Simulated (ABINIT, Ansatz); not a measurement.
## How the form of the self-energy moves the gap of LiCNO (R3m)

Wanted: the gap of LiCNO (R3m) under several approximations, with cost.

Calculated with ABINIT 10.8.3; PBEsol and many-body steps on it, plane waves.

### 1. Starting point

It takes space group R3m (No. 160, trigonal). The conventional cell has a = 3.288 Å, b = 3.288 Å, c = 14.286 Å, α = 90.00°, β = 90.00°, γ = 120.00°. Nearest to Li lie 3 N at 2.18 Å and 3 O at 2.28 Å. Nearest to C lie 1 N at 1.19 Å and 1 O at 1.23 Å. N has 1 C at 1.19 Å and 3 Li at 2.18 Å nearest. Nearest to O lie 1 C at 1.23 Å and 3 Li at 2.28 Å. Farther neighbours and most contacts between anions are not listed.

Coordinates:

```cif
data_structure
_symmetry_space_group_name_H-M 'P 1'
_symmetry_Int_Tables_number 1
_cell_length_a 5.1265
_cell_length_b 5.1265
_cell_length_c 5.1265
_cell_angle_alpha 37.409
_cell_angle_beta 37.409
_cell_angle_gamma 37.409
_cell_volume 44.58
loop_
_atom_site_label
_atom_site_type_symbol
_atom_site_fract_x
_atom_site_fract_y
_atom_site_fract_z
_atom_site_occupancy
Li1 Li 0.00526 0.00526 0.00526 1
C2 C 0.49746 0.49746 0.49746 1
N3 N 0.41396 0.41396 0.41396 1
O4 O 0.58333 0.58333 0.58333 1
```

The cell and positions are those that the Materials Project relaxed with its own functionals (PBE, PBE+U or r2SCAN), kept fixed.

### 2. Empty states on the mesh, 4×4×4 mesh, 150 bands

This step: ABINIT 10.8.3; DFT, PBEsol, plane waves, norm-conserving pseudopotentials.

The sums over transitions need many empty states on a uniform mesh; this step solves for them.

run.abi reads:

```
acell 3*1.0 Angstrom
rprim 
  1.643988180588 0.949157018607 4.762053928800
  -1.643988180588 0.949157018607 4.762053928800
  0.000000000000 -1.898314037214 4.762053928800
ntypat 4
znucl 3 6 7 8
natom 4
typat 1 2 3 4
xred 
  0.005259000000 0.005259000000 0.005259000000
  0.497462000000 0.497462000000 0.497462000000
  0.413960000000 0.413960000000 0.413960000000
  0.583333333333 0.583333333333 0.583333333333
pp_dirpath "pseudos"
pseudos "Li.upf, C.upf, N.upf, O.upf"
ecut 37
ngkpt 4 4 4
nshiftk 1
shiftk 0 0 0
kptopt 1
chksymbreak 0
irdden 1
istwfk *1
nband 150
prtvol 0
optdriver 6
gwr_task "HDIAGO"
paral_kgb 0
occopt 1
indata_prefix "in"
outdata_prefix "out"
tmpdata_prefix "tmp"
```

Command:

```sh
> OMP_NUM_THREADS=1 mpirun -n 4 abinit run.abi > log
```

What it wrote:

```text
.Version 10.8.3 of ABINIT. v10.8.2 released Aug 2026.

 Symmetries : space group R3 m (#160); Bravais hR (rhombohedral)
[... echo of the input left out ...]
== DATASET  1 ==================================================================
-   mpi_nproc: 4, omp_nthreads: 1 (-1 if OMP is not activated)

--- !DatasetInfo
iteration_state: {dtset: 1, }
dimensions: {natom: 4, nkpt: 13, mband: 150, nsppol: 1, nspinor: 1, nspden: 1, mpw: 3276, }
cutoff_energies: {ecut:  37.0, pawecutdg:  -1.0, }
[...]
Indirect band gap semiconductor
 Fundamental gap:     4.664 (eV)
   VBM:    -0.072 (eV) at k: [ 5.0000E-01,  5.0000E-01,  5.0000E-01]
   CBM:     4.593 (eV) at k: [ 0.0000E+00,  0.0000E+00,  0.0000E+00]
 Direct gap:         4.820 (eV) at k: [ 0.0000E+00,  0.0000E+00,  0.0000E+00]

== END DATASET(S) ==============================================================
================================================================================

 -outvars: echo values of variables after computation  --------
           etotal      0.0000000000E+00
            nband         150
             nkpt          13
          spgroup         160
 [... the other variables as echoed above ...]

 Calculation completed.
```

It took 1.7 min on 4 MPI ranks of Intel Xeon Platinum 8375C at 2.90GHz (Ice Lake), shared host; peak memory 2.6 GiB.

This step gave:

- gap: 4.664 eV
- k of the valence top: 0.5, 0.5, 0.5
- k of the conduction bottom: 0, 0, 0
- least direct gap: 4.820 eV
- k points computed: 13
- lowest point of the top converged band, above the valence top: 112.4387 eV

On this mesh the gap is 4.664 eV.

The density comes from a self-consistent run that is not shown.

### 3. Screening, 4×4×4 mesh, 63 bands, screening to 141.5 eV

The RPA dielectric matrix is built and inverted for each q.

This step: RPA screening on PBEsol, plane waves, norm-conserving pseudopotentials.

Changes to run.abi since step 2:

```diff
@@ -22,10 +22,11 @@
 chksymbreak 0
-irdden 1
 istwfk *1
-nband 150
-prtvol 0
-optdriver 6
-gwr_task "HDIAGO"
-paral_kgb 0
 occopt 1
+irdwfk 1
+optdriver 3
+nband 63
+ecuteps 5.2
+inclvkb 2
+awtr 1
+symchi 1
 indata_prefix "in"
```

What it wrote:

```text
.Version 10.8.3 of ABINIT. v10.8.2 released Aug 2026.

 Symmetries : space group R3 m (#160); Bravais hR (rhombohedral)
[... echo of the input left out ...]
== DATASET  1 ==================================================================
-   mpi_nproc: 4, omp_nthreads: 1 (-1 if OMP is not activated)

--- !DatasetInfo
iteration_state: {dtset: 1, }
dimensions: {natom: 4, nkpt: 13, mband: 63, nsppol: 1, nspinor: 1, nspden: 1, mpw: 3276, }
cutoff_energies: {ecut:  37.0, pawecutdg:  -1.0, }
electrons: {nelect:   1.80000000E+01, charge:   0.00000000E+00, occopt:   1.00000000E+00, tsmear:   1.00000000E-02, }

 SCREENING: Calculation of the susceptibility and dielectric matrices

 Based on a program developped by R.W. Godby, V. Olevano, G. Onida, and L. Reining.
 Incorporated in ABINIT by V. Olevano, G.-M. Rignanese, and M. Torrent.
.Using double precision arithmetic ; gwpc =  8

[... cell and pseudopotentials left out ...]
--------------------------------------------------------------------------------

 ==== K-mesh for the wavefunctions ====
 Number of points in the irreducible wedge :    13
[... list of points left out ...]
 Together with  6 symmetry operations and time-reversal symmetry
 yields    64 points in the full Brillouin Zone.

 ==== Q-mesh for the screening function ====
 Number of points in the irreducible wedge :    13
[... list of points left out ...]
 Together with  6 symmetry operations and time-reversal symmetry
 yields    64 points in the full Brillouin Zone.

 setmesh: FFT mesh size selected  =    40x   40x   40
          total number of points  =        64000

 vcoul_init : cutoff-mode = AUXILIARY_FUNCTION
 q-points for optical limit:   1
     1)      0.000010    0.000020    0.000030

- screening: taking advantage of time-reversal symmetry
- Maximum band index for partially occupied states nbvw = 9
- Remaining bands to be divided among processors   nbcw = 54
- Number of bands treated by each node ~13

 Number of electrons calculated from density =   18.0000; Expected =   18.0000
 average of density, n =  0.059826
 r_s =    1.5861
 omega_plasma =   23.5940 [eV]

 calculating chi0 at frequencies [eV] :
  1    0.000000E+00    0.000000E+00
  2    0.000000E+00    2.359404E+01

--------------------------------------------------------------------------------
  q-point number  1        q = ( 0.000000, 0.000000, 0.000000) [r.l.u.]
--------------------------------------------------------------------------------
[... chi0 elements left out ...]
 For q-point:  0.000010 0.000020 0.000030
  dielectric constant =   2.3903
  dielectric constant without local fields =   3.0743

  Average fulfillment of the sum rule on Im[epsilon] for q-point    1 :     61.35  [%]
[... wings left out ...]
  q-point number  2        q = ( 0.250000, 0.000000, 0.000000) [r.l.u.]
--------------------------------------------------------------------------------
[... chi0 elements left out ...]
  Average fulfillment of the sum rule on Im[epsilon] for q-point    2 :     70.56  [%]

 [... 11 further q-points ...]
```

The job ended after 88 s (4 MPI ranks; peak memory 1.6 GiB; 5.8 min of CPU time).

This step gave:

```yaml
eps_infinity_with_local_fields_on_this_mesh_along_the_program_s_q_direction: 2.390
the_same_without_local_fields: 3.074
plasma_frequency: 23.59 eV
plane_waves_in_the_screening_matrix: 159
```

Local fields lower ε∞ by 22 %.

### 4. G0W0, Godby-Needs plasmon pole

The self-energy is evaluated for the states that the input lists, and the levels follow from it, in one-shot runs by the linearised quasiparticle equation.

This step: G0W0 on PBEsol, plane waves, norm-conserving pseudopotentials.

Changes to run.abi since step 3:

```diff
@@ -25,8 +25,17 @@
 irdwfk 1
-optdriver 3
+optdriver 4
 nband 63
+gwcalctyp 0
+ecutsigx 37
+symsigma 1
+nkptgw 2
+kptgw 
+  0.5000000000 0.5000000000 0.5000000000
+  0.0000000000 0.0000000000 0.0000000000
+bdgw 
+  8 12
+  8 12
 ecuteps 5.2
-inclvkb 2
-awtr 1
-symchi 1
+irdscr 1
+ppmodel 1
 indata_prefix "in"
```

What it wrote:

```text
.Version 10.8.3 of ABINIT. v10.8.2 released Aug 2026.

 Symmetries : space group R3 m (#160); Bravais hR (rhombohedral)
[... echo of the input left out ...]
== DATASET  1 ==================================================================
-   mpi_nproc: 4, omp_nthreads: 1 (-1 if OMP is not activated)

--- !DatasetInfo
iteration_state: {dtset: 1, }
dimensions: {natom: 4, nkpt: 13, mband: 63, nsppol: 1, nspinor: 1, nspden: 1, mpw: 3276, }
cutoff_energies: {ecut:  37.0, pawecutdg:  -1.0, }
electrons: {nelect:   1.80000000E+01, charge:   0.00000000E+00, occopt:   1.00000000E+00, tsmear:   1.00000000E-02, }

 SIGMA: Calculation of the GW corrections

 Based on a program developped by R.W. Godby, V. Olevano, G. Onida, and L. Reining.
 Incorporated in ABINIT by V. Olevano, G.-M. Rignanese, and M. Torrent.
.Using double precision arithmetic ; gwpc =  8

[... cell and pseudopotentials left out ...]
--------------------------------------------------------------------------------

 ==== K-mesh for the wavefunctions ====
 Number of points in the irreducible wedge :    13
[... list of points left out ...]
 Together with  6 symmetry operations and time-reversal symmetry
 yields    64 points in the full Brillouin Zone.

 ==== Q-mesh for screening function ====
 Number of points in the irreducible wedge :    13
[... list of points left out ...]
 Together with  6 symmetry operations and time-reversal symmetry
 yields    64 points in the full Brillouin Zone.

 vcoul_init : cutoff-mode = AUXILIARY_FUNCTION
 q-points for optical limit:   1
     1)      0.000010    0.000020    0.000030
 setmesh: FFT mesh size selected  =    54x   54x   54
          total number of points  =       157464

 Number of electrons calculated from density =   18.0000; Expected =   18.0000
 average of density, n =  0.059826
 r_s =    1.5861
 omega_plasma =   23.5940 [eV]

 === KS Band Gaps ===
  >>>> For spin  1
   Minimum direct gap =   4.8204 [eV], located at k-point      :   0.0000  0.0000  0.0000
   Fundamental gap    =   4.6643 [eV], Top of valence bands at :   0.5000  0.5000  0.5000
                                       Bottom of conduction at :   0.0000  0.0000  0.0000
 SIGMA fundamental parameters:
 PLASMON POLE MODEL  1
 number of plane-waves for SigmaX                 3259
 number of plane-waves for SigmaC and W            159
 number of plane-waves for wavefunctions          3259
 number of bands                                    63
 number of independent spin polarizations            1
 number of spinorial components                      1
 number of k-points in IBZ                          13
 number of q-points in IBZ                          13
 number of symmetry operations                       6
 number of k-points in BZ                           64
 number of q-points in BZ                           64
 number of frequencies for dSigma/dE                 9
 frequency step for dSigma/dE [eV]                0.25
 number of omega for Sigma on real axis              0
 max omega for Sigma on real axis  [eV]           0.00
 zcut for avoiding poles [eV]                     0.10

 EPSILON^-1 parameters (SCR file):
 dimension of the eps^-1 matrix on file            159
 dimension of the eps^-1 matrix used               159
 number of plane-waves for wavefunctions          3259
 number of bands                                    63
 number of q-points in IBZ                          13
 number of frequencies                               2
 number of real frequencies                          1
 number of imag frequencies                          1

 matrix elements of self-energy operator (all in [eV])

 Perturbative Calculation

--- !SelfEnergy_ee
iteration_state: {dtset: 1, }
kpoint     : [   0.500,    0.500,    0.500, ]
spin       : 1
KS_gap     :    4.997
QP_gap     :    7.654
Delta_QP_KS:    2.658
data: !SigmaeeData |
     Band     E0 <VxcDFT>   SigX SigC(E0)      Z dSigC/dE  Sig(E)    E-E0       E
        8  -0.072 -17.881 -22.041   2.589   0.814  -0.228 -19.161  -1.279  -1.351
        9  -0.072 -17.881 -22.041   2.589   0.814  -0.228 -19.161  -1.279  -1.351
       10   4.925  -9.746  -5.044  -3.117   0.870  -0.150  -8.368   1.378   6.303
       11   7.610 -15.970  -9.345  -3.121   0.822  -0.217 -13.090   2.880  10.490
       12   7.610 -15.970  -9.345  -3.121   0.822  -0.217 -13.090   2.880  10.490

--- !SelfEnergy_ee
iteration_state: {dtset: 1, }
kpoint     : [   0.000,    0.000,    0.000, ]
spin       : 1
KS_gap     :    4.820
QP_gap     :    7.515
Delta_QP_KS:    2.695
data: !SigmaeeData |
     Band     E0 <VxcDFT>   SigX SigC(E0)      Z dSigC/dE  Sig(E)    E-E0       E
        8  -0.228 -17.700 -21.924   2.605   0.815  -0.228 -19.018  -1.319  -1.546
        9  -0.228 -17.700 -21.924   2.605   0.815  -0.228 -19.018  -1.319  -1.546
       10   4.593 -10.335  -5.608  -3.138   0.866  -0.155  -8.958   1.376   5.969
       11   7.799 -16.092  -9.352  -3.177   0.822  -0.216 -13.163   2.929  10.729
       12   7.799 -16.092  -9.352  -3.177   0.822  -0.216 -13.163   2.929  10.729

== END DATASET(S) ==============================================================
================================================================================

 -outvars: echo values of variables after computation  --------
           etotal      0.0000000000E+00
            nband          63
             nkpt          13
          spgroup         160
 [... the other variables as echoed above ...]

 Calculation completed.
```

Wall time 9.6 s (4 MPI ranks); peak memory 1.4 GiB.

This step gave:

| Property | Result |
| --- | --- |
| G0W0 gap on the points computed | 7.32 eV |
| starting gap on the mesh | 4.664 eV |
| k of the valence top | 0.5, 0.5, 0.5 |
| k of the conduction bottom | 0, 0, 0 |
| Z at the valence top | 0.814 |
| Z at the conduction bottom | 0.866 |
| least direct G0W0 gap on the computed points | 7.515 eV |

The gap on the mesh goes from 4.66 eV to 7.32 eV, a correction of +2.66 eV.

### 5. G0W0, Engel-Farid plasmon pole

Changes to run.abi since step 4:

```diff
@@ -39,3 +39,3 @@
 irdscr 1
-ppmodel 1
+ppmodel 4
 indata_prefix "in"
```

What it wrote:

```text
.Version 10.8.3 of ABINIT. v10.8.2 released Aug 2026.

 Symmetries : space group R3 m (#160); Bravais hR (rhombohedral)
[... echo of the input left out ...]
== DATASET  1 ==================================================================
-   mpi_nproc: 4, omp_nthreads: 1 (-1 if OMP is not activated)

--- !DatasetInfo
iteration_state: {dtset: 1, }
dimensions: {natom: 4, nkpt: 13, mband: 63, nsppol: 1, nspinor: 1, nspden: 1, mpw: 3276, }
cutoff_energies: {ecut:  37.0, pawecutdg:  -1.0, }
electrons: {nelect:   1.80000000E+01, charge:   0.00000000E+00, occopt:   1.00000000E+00, tsmear:   1.00000000E-02, }

 SIGMA: Calculation of the GW corrections

 Based on a program developped by R.W. Godby, V. Olevano, G. Onida, and L. Reining.
 Incorporated in ABINIT by V. Olevano, G.-M. Rignanese, and M. Torrent.
.Using double precision arithmetic ; gwpc =  8

[... cell and pseudopotentials left out ...]
--------------------------------------------------------------------------------

 ==== K-mesh for the wavefunctions ====
 Number of points in the irreducible wedge :    13
[... list of points left out ...]
 Together with  6 symmetry operations and time-reversal symmetry
 yields    64 points in the full Brillouin Zone.

 ==== Q-mesh for screening function ====
 Number of points in the irreducible wedge :    13
[... list of points left out ...]
 Together with  6 symmetry operations and time-reversal symmetry
 yields    64 points in the full Brillouin Zone.

 vcoul_init : cutoff-mode = AUXILIARY_FUNCTION
 q-points for optical limit:   1
     1)      0.000010    0.000020    0.000030
 setmesh: FFT mesh size selected  =    54x   54x   54
          total number of points  =       157464

 Number of electrons calculated from density =   18.0000; Expected =   18.0000
[...]
number of omega for Sigma on real axis              0
 max omega for Sigma on real axis  [eV]           0.00
 zcut for avoiding poles [eV]                     0.10

 EPSILON^-1 parameters (SCR file):
 dimension of the eps^-1 matrix on file            159
 dimension of the eps^-1 matrix used               159
 number of plane-waves for wavefunctions          3259
 number of bands                                    63
 number of q-points in IBZ                          13
 number of frequencies                               2
 number of real frequencies                          1
 number of imag frequencies                          1

 matrix elements of self-energy operator (all in [eV])

 Perturbative Calculation

--- !SelfEnergy_ee
iteration_state: {dtset: 1, }
kpoint     : [   0.500,    0.500,    0.500, ]
spin       : 1
KS_gap     :    4.997
QP_gap     :    7.732
Delta_QP_KS:    2.735
data: !SigmaeeData |
     Band     E0 <VxcDFT>   SigX SigC(E0)      Z dSigC/dE  Sig(E)    E-E0       E
        8  -0.072 -17.881 -22.041   2.447   0.830  -0.204 -19.303  -1.422  -1.493
        9  -0.072 -17.881 -22.041   2.447   0.830  -0.204 -19.303  -1.422  -1.493
       10   4.925  -9.746  -5.044  -3.213   0.882  -0.134  -8.433   1.313   6.238
[...]
--- !SelfEnergy_ee
iteration_state: {dtset: 1, }
kpoint     : [   0.000,    0.000,    0.000, ]
spin       : 1
KS_gap     :    4.820
QP_gap     :    7.600
Delta_QP_KS:    2.779
data: !SigmaeeData |
     Band     E0 <VxcDFT>   SigX SigC(E0)      Z dSigC/dE  Sig(E)    E-E0       E
[...]
11   7.799 -16.092  -9.352  -3.217   0.835  -0.197 -13.151   2.942  10.741
       12   7.799 -16.092  -9.352  -3.217   0.835  -0.197 -13.151   2.942  10.741

== END DATASET(S) ==============================================================
================================================================================

 -outvars: echo values of variables after computation  --------
           etotal      0.0000000000E+00
            nband          63
             nkpt          13
          spgroup         160
 [... the other variables as echoed above ...]

 Calculation completed.
```

Wall time 8.5 s (4 MPI ranks); peak memory 1.1 GiB; 33 s of CPU time.

Numbers from this step:

- G0W0 gap on the points computed: 7.401 eV
- starting gap on the mesh: 4.664 eV
- k of the valence top: 0.5, 0.5, 0.5
- k of the conduction bottom: 0, 0, 0
- Z at the valence top: 0.83
- Z at the conduction bottom: 0.879
- least direct G0W0 gap on the computed points: 7.600 eV

Against G0W0 in ABINIT (4×4×4 mesh, 63 bands, screening to 141.5 eV, Godby-Needs plasmon pole), the gap moves by +0.081 eV.

### 6. G0W0, Hybertsen-Louie plasmon pole

Changes to run.abi since step 5:

```diff
@@ -39,3 +39,3 @@
 irdscr 1
-ppmodel 4
+ppmodel 2
 indata_prefix "in"
```

What it wrote:

```text
.Version 10.8.3 of ABINIT. v10.8.2 released Aug 2026.

 Symmetries : space group R3 m (#160); Bravais hR (rhombohedral)
[... echo of the input left out ...]
== DATASET  1 ==================================================================
-   mpi_nproc: 4, omp_nthreads: 1 (-1 if OMP is not activated)

--- !DatasetInfo
iteration_state: {dtset: 1, }
dimensions: {natom: 4, nkpt: 13, mband: 63, nsppol: 1, nspinor: 1, nspden: 1, mpw: 3276, }
cutoff_energies: {ecut:  37.0, pawecutdg:  -1.0, }
[...]
Band     E0 <VxcDFT>   SigX SigC(E0)      Z dSigC/dE  Sig(E)    E-E0       E
[...]
11   7.799 -16.092  -9.352  -3.273   0.872  -0.147 -13.070   3.022  10.822
       12   7.799 -16.092  -9.352  -3.273   0.872  -0.147 -13.070   3.022  10.822

== END DATASET(S) ==============================================================
================================================================================

 -outvars: echo values of variables after computation  --------
           etotal      0.0000000000E+00
            nband          63
             nkpt          13
          spgroup         160
 [... the other variables as echoed above ...]

 Calculation completed.
```

The job ended after 9.6 s (4 MPI ranks; peak memory 1.3 GiB).

This step gave:

```yaml
g0w0_gap_on_the_points_computed: 7.470 eV
starting_gap_on_the_mesh: 4.664 eV
k_of_the_valence_top: 0.5, 0.5, 0.5
k_of_the_conduction_bottom: 0, 0, 0
least_direct_g0w0_gap_on_the_computed_points: 7.674 eV
```

Against G0W0 in ABINIT (4×4×4 mesh, 63 bands, screening to 141.5 eV, Godby-Needs plasmon pole), the gap moves by +0.150 eV.

(Part 1 of 2 ends here.)

[Paths, hosts, dates, memory and timing lines, banners, echoed tables and standing remarks are left out of the program output.]

[Logs are printed without paths, hosts, clocks, repeated set-up lines and the standing remarks that a program may print on its own settings, such as how far it seeks lower states.]

[Runs of the session that timed out or met a known fault of the program may be left out.]

[No measured gap is set beside runs whose start may be inverted or whose files or cutoffs have a known fault.]

[Hosts, paths, dates, database ids (printed as entryN), source tags and the programs' standing remarks are cut or masked in the printed files.]

[G0W0 gaps are taken among the corrected bands and points alone; a level outside them can change the order at an edge.]

[Where Ansatz stands beside ABINIT at settings called matched, ABINIT's density can come from a denser mesh and the files from another edition; pairs whose starting gaps differed by over 0.03 eV were left out, so agreement reads better than it is.]
